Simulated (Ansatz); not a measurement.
# ScZnSn in the AlB2 type: lattice stability ahead of a resistivity run

The plan: relax ScZnSn in the AlB2 type, check its phonons, and, if the lattice is stable, compute its Eliashberg function and ρ(T).

Main program and level: Ansatz 0.2.0; DFT PBEsol, scalar-relativistic, plane waves, PAW; PAW set soft_1.

Most raw output is cut from this account.

The structure was built from a prototype and need not be the compound's stable phase.

### Step 1. Starting point

It takes space group P-6m2 (No. 187, hexagonal). Conventional cell: a = 4.196 Å, b = 4.196 Å, c = 4.405 Å, α = 90.00°, β = 90.00°, γ = 120.00°. Nearest to Sc lie 6 Zn at 3.27 Å and 6 Sn at 3.27 Å. Sn has 3 Zn at 2.42 Å and 6 Sc at 3.27 Å nearest. Nearest to Zn lie 3 Sn at 2.42 Å and 6 Sc at 3.27 Å. Farther neighbours are not listed.

### Step 2. Relaxation

The structure is brought to rest under this functional.

Contents of input.yaml:

```yaml
crystal:
  lattice:
    - [4.19556, 0.0, 0.0]
    - [-2.09778, 3.63346, 0.0]
    - [0.0, 0.0, 4.40534]
  atoms:
    - { symbol: Sc, position: [0.0, 0.0, 0.0] }
    - { symbol: Sn, position: [0.33333333, 0.66666667, 0.5] }
    - { symbol: Zn, position: [0.66666667, 0.33333333, 0.5] }
kpoints:
  mp_grid: { grid: [9, 9, 8] }
hamiltonian:
  xc: pbesol
  pseudopotentials: { kind: paw, azcp: { folder: soft_1 }, xc_functional: pbe }
scf:
  occupations: { method: gaussian, width: 0.1 }
output:
  forces: true
  stress: true
  eigenvalues: true
relax:
  adjacent_minimum: "off"
  f_tol: 0.005
  max_steps: 80
  cell: { stress_tol: 0.05 }
```

Started as:

```sh
ansatz run input.yaml --threads 4 --pin off --max-ram 12288MiB --backend cpu --events-out ev --progress --plain --runs-dir out
```

It took 30 s on 4 threads of Arm Neoverse V2, shared host; peak memory 0.49 GiB.

Step by step:

```
step  energy less that of the first step (eV)  largest force component (eV/Å)  pressure (GPa)  volume (Å³)
   1                                   0.0000                          0.0000           -1.01        67.16
   2                                  -0.2562                          0.0000           -1.65        65.58
   3                                  -0.4048                          0.0000           -0.75        63.10
   4                                  -0.5037                          0.0000            0.47        60.59
   5                                  -0.6007                          0.0000            1.33        58.54
   6                                  -0.6925                          0.0000            0.94        57.58
   7                                  -0.6380                          0.0000            1.90        56.70
   8                                  -0.6978                          0.0000           -1.14        58.76
   9                                  -0.7027                          0.0000           -0.13        58.09
  10                                  -0.7028                          0.0000            0.01        58.01
 11*                                  -0.7025                          0.0000            0.01        58.01
```

Relaxation steps marked * repeat the geometry before them on a plane-wave basis chosen anew for their cell, so energy and pressure can jump there. Relaxation step 7 was tried and not accepted.

The run keeps the 12 symmetry operations that it works with, so distortions that break them were not tested.

| cell as run | before | after | change |
| --- | --- | --- | --- |
| a (Å) | 4.196 | 4.518 | +7.7 % |
| b (Å) | 4.196 | 4.518 | +7.7 % |
| c (Å) | 4.405 | 3.282 | -25.5 % |
| volume (Å³/atom) | 22.39 | 19.34 | -13.6 % |

The relaxed structure:

```cif
data_structure
_symmetry_space_group_name_H-M 'P 1'
_symmetry_Int_Tables_number 1
_cell_length_a 4.5177
_cell_length_b 4.5177
_cell_length_c 3.2818
_cell_angle_alpha 90.000
_cell_angle_beta 90.000
_cell_angle_gamma 120.000
_cell_volume 58.01
loop_
_atom_site_label
_atom_site_type_symbol
_atom_site_fract_x
_atom_site_fract_y
_atom_site_fract_z
_atom_site_occupancy
Sc1 Sc 0.00000 0.00000 0.00000 1
Sn2 Sn 0.33333 0.66667 0.50000 1
Zn3 Zn 0.66667 0.33333 0.50000 1
```

Numbers from this step:

| Property | Result |
| --- | --- |
| pressure | 0.01315 GPa |
| volume per atom | 19.34 Å³/atom |
| metallic on mesh | yes |
| gap on the k-mesh | 0 eV |

The largest force is now zero by symmetry and the largest stress component 0.032 GPa.

### Step 3. Relaxing cell and atoms

The relaxation is repeated from the new cell as a check.

input.yaml, the sections that differ from step 2:

```yaml
crystal:
  lattice:
    - [4.517712986, 0.0, 0.0]
    - [-2.258856493, 3.9124542129, 0.0]
    - [0.0, 0.0, 3.2817991166]
  atoms:
    - { symbol: Sc, position: [0.0, 0.0, 0.0] }
    - { symbol: Sn, position: [0.3333333333, 0.6666666667, 0.5] }
    - { symbol: Zn, position: [0.6666666667, 0.3333333333, 0.5] }
kpoints:
  mp_grid: { grid: [9, 9, 10] }
# hamiltonian, scf, output, relax: as in step 2
```

Wall time 13 s (4 threads); peak memory 0.48 GiB; 50 s of CPU time.

Step by step:

```
step  energy less that of the first step (eV)  largest force component (eV/Å)  pressure (GPa)  volume (Å³)
   1                                   0.0000                          0.0000            0.10        58.01
   2                                  -0.0047                          0.0000           -0.60        58.69
   3                                  -0.0056                          0.0000            0.16        58.14
   4                                  -0.0057                          0.0000            0.00        58.24
   5                                  -0.0057                          0.0000            0.00        58.24
```

The log counts 1 steps on a newly chosen plane-wave basis, not all of them marked here; energy and pressure can jump at such steps.

```
conventional cell, symmetrised  before  after  change
                         a (Å)   4.518  4.490  -0.6 %
                         b (Å)   4.518  4.490  -0.6 %
                         c (Å)   3.282  3.336  +1.7 %
              volume (Å³/atom)   19.34  19.41  +0.4 %
```

Final coordinates:

```cif
data_structure
_symmetry_space_group_name_H-M 'P 1'
_symmetry_Int_Tables_number 1
_cell_length_a 4.4896
_cell_length_b 4.4896
_cell_length_c 3.3364
_cell_angle_alpha 90.000
_cell_angle_beta 90.000
_cell_angle_gamma 120.000
_cell_volume 58.24
loop_
_atom_site_label
_atom_site_type_symbol
_atom_site_fract_x
_atom_site_fract_y
_atom_site_fract_z
_atom_site_occupancy
Sc1 Sc 0.00000 0.00000 0.00000 1
Sn2 Sn 0.33333 0.66667 0.50000 1
Zn3 Zn 0.66667 0.33333 0.50000 1
```

This step gave:

- pressure: -0.004517 GPa
- volume per atom: 19.41 Å³/atom

The largest force is now zero by symmetry and the largest stress component 0.0098 GPa.

### Step 4. Tight relaxation

No force is left; the cell is relaxed once more with another smearing and tight thresholds.

input.yaml, the sections that differ from step 3:

```yaml
crystal:
  lattice:
    - [4.4895748638, 0.0, 0.0]
    - [-2.2447874319, 3.8880858842, 0.0]
    - [0.0, 0.0, 3.3363882568]
  atoms:
    - { symbol: Sc, position: [0.0, 0.0, 0.0] }
    - { symbol: Sn, position: [0.3333333333, 0.6666666667, 0.5] }
    - { symbol: Zn, position: [0.6666666667, 0.3333333333, 0.5] }
kpoints:
  mp_grid: { grid: [9, 9, 8] }
scf:
  occupations: { method: methfessel_paxton, width: 0.2 }
relax:
  adjacent_minimum: "off"
  f_tol: 0.001
  max_steps: 60
  cell: { stress_tol: 0.01 }
# hamiltonian, output: as in step 3
```

Wall time 13 s (4 threads); peak memory 0.47 GiB; 49 s of CPU time.

Relaxation path:

| step | energy less that of the first step (eV) | largest force component (eV/Å) | pressure (GPa) | volume (Å³) |
| --- | --- | --- | --- | --- |
| 1 | 0.0000 | 0.0000 | -0.10 | 58.24 |
| 2 | -0.0045 | 0.0000 | 0.91 | 57.35 |
| 3 | -0.0071 | 0.0000 | -0.17 | 58.12 |
| 4 | -0.0071 | 0.0000 | -0.01 | 58.01 |
| 5 | -0.0071 | 0.0000 | 0.00 | 58.01 |
| 6 | -0.0071 | 0.0000 | 0.00 | 58.01 |

The log counts 1 steps on a newly chosen plane-wave basis, not all of them marked here; energy and pressure can jump at such steps.

```csv
"conventional cell, symmetrised",before,after,change
a (Å),4.490,4.519,+0.7 %
b (Å),4.490,4.519,+0.7 %
c (Å),3.336,3.279,-1.7 %
volume (Å³/atom),19.41,19.34,-0.4 %
```

Final coordinates:

```cif
data_structure
_symmetry_space_group_name_H-M 'P 1'
_symmetry_Int_Tables_number 1
_cell_length_a 4.5194
_cell_length_b 4.5194
_cell_length_c 3.2792
_cell_angle_alpha 90.000
_cell_angle_beta 90.000
_cell_angle_gamma 120.000
_cell_volume 58.01
loop_
_atom_site_label
_atom_site_type_symbol
_atom_site_fract_x
_atom_site_fract_y
_atom_site_fract_z
_atom_site_occupancy
Sc1 Sc 0.00000 0.00000 0.00000 1
Sn2 Sn 0.33333 0.66667 0.50000 1
Zn3 Zn 0.66667 0.33333 0.50000 1
```

This step gave:

```
pressure        : -2.32e-4 GPa
volume per atom : 19.34 Å³/atom
```

The largest force is now zero by symmetry and the largest stress component 0.0013 GPa, small enough for phonons.

### Step 5. Phonons by linear response: q 2×2×2, k 4×4×6

Couplings are defined for a stable lattice alone, so phonons come first.

Contents of input.yaml:

```yaml
crystal:
  lattice:
    - [4.5194335873, 0.0, 0.0]
    - [-2.2597167936, 3.9139442973, 0.0]
    - [0.0, 0.0, 3.2792490546]
  atoms:
    - { symbol: Sc, position: [0.0, 0.0, 0.0] }
    - { symbol: Sn, position: [0.3333333333, 0.6666666667, 0.5] }
    - { symbol: Zn, position: [0.6666666667, 0.3333333333, 0.5] }
kpoints:
  mp_grid: { grid: [4, 4, 6] }
hamiltonian:
  xc: pbesol
  pseudopotentials: { kind: paw, azcp: { folder: soft_1 }, xc_functional: pbe }
scf:
  occupations: { method: methfessel_paxton, width: 0.2 }
output:
  eigenvalues: true
phonons:
  method: dfpt
  qmesh: [2, 2, 2]
  temperatures: { t_max: 1000, t_step: 50 }
  qpath:
    path:
      - [[0.0, 0.0, 0.0], [0.5, 0.0, 0.0], [0.33333333, 0.33333333, 0.0], [0.0, 0.0, 0.0], [0.0, 0.0, 0.5], [0.5, 0.0, 0.5], [0.33333333, 0.33333333, 0.5], [0.0, 0.0, 0.5]]
      - [[0.5, 0.0, 0.5], [0.5, 0.0, 0.0]]
      - [[0.33333333, 0.33333333, 0.5], [0.33333333, 0.33333333, 0.0]]
    npoints: 10
```

Wall time 29 s (4 threads); peak memory 0.55 GiB.

Numbers from this step:

```yaml
share_of_imaginary_modes_in_the_plain_interpolation_between_solved_wavevectors: 0.0849
highest_frequency_solved_or_plainly_interpolated: 242 cm⁻¹
```

Solved on the 2×2×2 mesh alone; all other wavevectors are interpolated. Phonon branches along the path, in cm⁻¹:

```csv
point,branch 1,branch 2,branch 3,branch 4,branch 5,branch 6,branch 7,branch 8,branch 9
Γ,-25,0,0,0,163,175,175,205,205
halfway,24,37,51,88,150,155,168,204,218
M,43,64,67,119,133,147,173,189,226
halfway,46,65,67,110,132,159,174,190,222
K,48,67,70,99,131,176,180,181,218
halfway,30,41,55,100,143,151,169,206,216
Γ,-25,0,0,0,163,175,175,205,205
halfway,-67,64,64,93,172,172,194,207,207
A,-92,94,94,127,167,167,209,209,224
halfway,-86,88,93,107,171,172,197,209,228
L,-77,46,82,127,174,174,177,210,234
halfway,-75,51,78,135,162,177,182,200,239
H,-72,54,74,144,156,176,184,191,242
halfway,-84,86,86,113,166,177,197,204,231
A,-92,94,94,127,167,167,209,209,224
jump to L,-77,46,82,127,174,174,177,210,234
halfway,-45,52,74,128,152,158,175,212,220
M,43,64,67,119,133,147,173,189,226
jump to H,-72,54,74,144,156,176,184,191,242
halfway,-39,54,72,118,158,172,182,187,228
K,48,67,70,99,131,176,180,181,218
```

Lowest modes at the softest wavevector of the mesh. The modes at q = (0.000, 0.000, 0.500) (shares of kinetic energy by element, %) (negative means imaginary):

```
mode  frequency (cm⁻¹)  Sc %  Sn %  Zn %
   1             -92.1     0     9    91
   2              94.4     0    65    35
   3              94.4     0    65    35
   4             127.3     0    91     9
   5             166.9   100     0     0
   6             166.9   100     0     0
```

Displacements in mode 1 (-92.1 cm⁻¹), the largest set to 1, in the home cell:
```
Sc1  0.00  0.00  0.00
Sn2  0.00  0.00 -0.23
Zn3  0.00  0.00  1.00
```

Displacements in mode 2 (94.4 cm⁻¹), the largest set to 1, in the home cell (x, y, z of the real part, then of the imaginary part):
```
Sc1  0.00  0.00  0.00  0.00  0.00  0.00
Sn2 -0.06  1.00  0.00  0.06  0.00  0.00
Zn3 -0.06  1.00  0.00  0.06  0.00  0.00
```

Among the solved wavevectors the lowest mode, translations apart, is -92.1 cm⁻¹, imaginary.

### Step 6. Lattice stability: q 3×3×2, k 6×6×6

An imaginary mode on so few k-points may come from the sampling, so the phonons are repeated with another q and k mesh.

Edit input.yaml of step 5 so:

```diff
@@ -10,3 +10,3 @@
 kpoints:
-  mp_grid: { grid: [4, 4, 6] }
+  mp_grid: { grid: [6, 6, 6] }
 hamiltonian:
@@ -20,3 +20,3 @@
   method: dfpt
-  qmesh: [2, 2, 2]
+  qmesh: [3, 3, 2]
   temperatures: { t_max: 1000, t_step: 50 }
```

Run time: 88 s. Hardware: 4 threads; peak memory 0.7 GiB; 5.7 min of CPU time.

This step gave:

```
share of imaginary modes in the plain interpolation between solved wavevectors : 0.0753
highest frequency, solved or plainly interpolated                              : 241.2 cm⁻¹
```

Solved on the 3×3×2 mesh alone; all other wavevectors are interpolated. The phonon branches at the labelled points (cm⁻¹):

```
    point  branch 1  branch 2  branch 3  branch 4  branch 5  branch 6  branch 7  branch 8  branch 9
        Γ       -10         0         0         0       156       183       183       208       208
  halfway        33        44        52        90       156       162       165       210       225
        M        48        66        68       123       145       157       174       189       234
  halfway        49        66        71       116       142       166       175       192       228
        K        50        66        74       109       140       175       182       187       221
  halfway        38        50        57       101       150       158       167       213       223
        Γ       -10         0         0         0       156       183       183       208       208
  halfway       -57        66        66        92       184       184       185       207       207
        A       -80        96        96       128       184       184       207       207       213
  halfway       -78        89       101       107       187       188       195       209       224
        L       -68        62        84       126       175       182       184       211       232
  halfway       -66        63        75       137       163       176       191       197       238
        H       -64        65        68       148       149       180       181       191       241
  halfway       -77        84        94       114       180       192       198       199       230
        A       -80        96        96       128       184       184       207       207       213
jump to L       -68        62        84       126       175       182       184       211       232
  halfway       -34        61        77       128       160       169       174       213       225
        M        48        66        68       123       145       157       174       189       234
jump to H       -64        65        68       148       149       180       181       191       241
  halfway       -30        61        72       121       165       176       180       185       230
        K        50        66        74       109       140       175       182       187       221
```

Lowest modes at the softest wavevector of the mesh. The modes at q = (0.000, 0.000, 0.500) (shares of kinetic energy by element, %) (negative means imaginary):

```
mode  frequency (cm⁻¹)  Sc %  Sn %  Zn %
   1             -80.4     0     9    91
   2              95.6     0    64    36
   3              95.6     0    64    36
   4             127.5     0    91     9
   5             183.6   100     0     0
   6             183.6   100     0     0
```

Displacements in mode 1 (-80.4 cm⁻¹), the largest set to 1, in the home cell:
```
Sc1  0.00  0.00  0.00
Sn2  0.00  0.00 -0.24
Zn3  0.00  0.00  1.00
```

Displacements in mode 6 (183.6 cm⁻¹), the largest set to 1, in the home cell:
```
Sc1 0.00 1.00 0.00
Sn2 0.00 0.00 0.00
Zn3 0.00 0.00 0.00
```

The modes has structure finer than the step of the table below, so its rows give means over 10 cm⁻¹, whole bins alone (the curve runs from -90.2 to 258 cm⁻¹). Peaks (cm⁻¹: height): Sc 63.2: 0.0125, 175.0: 0.0650, 227.6: 0.0198; Sn 63.2: 0.0666, 120.2: 0.0283, 210.0: 0.0224, 225.4: 0.0203; Zn -66.1: 0.0185, 45.7: 0.0127, 72.0: 0.0187, 161.8: 0.0139, 177.2: 0.0225, 210.0: 0.0339, 225.4: 0.0267.

Phonopy on the run's constants, 15x15x17 mesh, Gaussian sigma 2.5 cm⁻¹. Modes against wavenumber; means over each step; values in 1/cm⁻¹/cell:

```csv
wavenumber (cm⁻¹),Sc,Sn,Zn
-80,2.5e-5,5.5e-4,0.00619
-70,1.2e-4,8.9e-4,0.0156
-60,1.4e-4,6.4e-4,0.0142
-50,8.2e-5,5.2e-4,0.00919
-40,5.4e-5,4.4e-4,0.00648
-30,5.0e-5,4.0e-4,0.00661
-20,2.3e-5,3.0e-4,0.00314
-10,1.1e-5,1.8e-4,0.00158
0,1.9e-5,1.4e-4,6.0e-4
10,5.2e-5,3.6e-4,0.00253
20,2.5e-4,0.00111,0.00617
30,4.6e-4,0.00207,0.00651
40,8.3e-4,0.00376,0.0114
50,0.00139,0.00701,0.00771
60,0.00710,0.0382,0.00584
70,0.00720,0.0475,0.0152
80,0.00311,0.0278,0.0124
90,0.00168,0.0135,0.00540
100,8.4e-4,0.00867,0.00296
110,0.00211,0.0165,0.00492
120,0.00505,0.0256,0.00613
130,0.00221,0.0138,0.00265
140,0.00477,0.00298,0.00136
150,0.0196,0.00184,0.00676
160,0.0378,0.00509,0.0129
170,0.0494,0.00683,0.0121
180,0.0599,0.00864,0.0190
190,0.0333,0.00905,0.0128
200,0.0141,0.0101,0.0179
210,0.0152,0.0182,0.0278
220,0.0125,0.0125,0.0167
230,0.0165,0.0131,0.0170
240,0.00405,0.00182,0.00221
250,3.0e-5,1.3e-5,1.5e-5
```

No LO-TO term; unit eigenvectors of the mass-weighted matrix. Modes at Γ, with each element's share of the kinetic energy (negative means imaginary):

| mode | frequency (cm⁻¹) | symmetry | Sc % | Sn % | Zn % |
| --- | --- | --- | --- | --- | --- |
| 1 | -10.1 | A2'' | 0 | 33 | 67 |
| 2 | 0.0 | unnamed | 20 | 52 | 29 |
| 3 | 0.0 | unnamed | 20 | 52 | 29 |
| 4 | 0.0 | unnamed | 20 | 52 | 29 |
| 5 | 155.8 | A2'' | 80 | 16 | 4 |
| 6 | 183.1 | E' | 76 | 4 | 20 |
| 7 | 183.1 | E' | 76 | 4 | 20 |
| 8 | 207.7 | E' | 5 | 44 | 51 |
| 9 | 207.7 | E' | 5 | 44 | 51 |

Displacements in mode 5 (155.8 cm⁻¹), the largest set to 1:
```
Sc1  0.00  0.00  1.00
Sn2  0.00  0.00 -0.27
Zn3  0.00  0.00 -0.19
```

Displacements in mode 8 (207.7 cm⁻¹), the largest set to 1:
```
Sc1  0.00  0.37  0.00
Sn2  0.00 -0.69  0.00
Zn3  0.00  1.00  0.00
```

Among the solved wavevectors the lowest mode, translations apart, is -80.4 cm⁻¹, imaginary.

### Step 7. Electron–phonon run: q 3×3×2, k 6×6×6, scattering 8×8×12

Phonons, couplings and the Boltzmann equation in one run.

Edit input.yaml of step 6 so:

```diff
@@ -28 +28,4 @@
     npoints: 10
+  electrical_resistivity:
+    mesh: [8, 8, 12]
+    temperatures: [20.0, 50.0, 77.0, 100.0, 150.0, 200.0, 300.0, 400.0, 600.0, 800.0]
```

The job ended after 1.8 min (4 threads; peak memory 0.71 GiB).

The run ended with an error.

The program's message: “electrical resistivity: the mode of lowest frequency at the wavevector [0.0000, 0.1250, -0.5000] is imaginary, -80.51 cm⁻¹ (written negative): the force constants describe an unstable lattice; relax t …”

The run stops because a mode is imaginary on the scattering mesh, where no scattering rate is defined; denser k meshes, other smearings and, between solved wavevectors, finer q meshes show whether the instability is real.

### Step 8. Outcome

| Item | Value |
| --- | --- |
| phonon run of the rows without a label of their own | PBEsol, q 3×3×2, k 6×6×6 |
| softest mode on the q mesh | -80.4 cm⁻¹ at q = (0, 0, 0.5) |
| highest frequency, solved or plainly interpolated | 241 cm⁻¹ |

What this shows: The lattice is dynamically unstable at this level: a mode at q = (0, 0, 0.5) is imaginary, 80.4i cm⁻¹, so no harmonic coupling constant or resistivity is defined for this structure. These meshes are coarse, and single modes of a metal can move by tens of cm⁻¹ with the k mesh. The phonon runs are not spin-polarised. The PAW files were made for PBE; under other functionals the run regenerates their frozen core. The structure was built by hand as an ordered model, and its stability against other phases was not tested.

[Logs are printed without paths, hosts, clocks, repeated set-up lines and the standing remarks that a program may print on its own settings, such as how far it seeks lower states.]

[Hosts, paths, dates, database ids (printed as entryN), source tags and the programs' standing remarks are cut or masked in the printed files.]
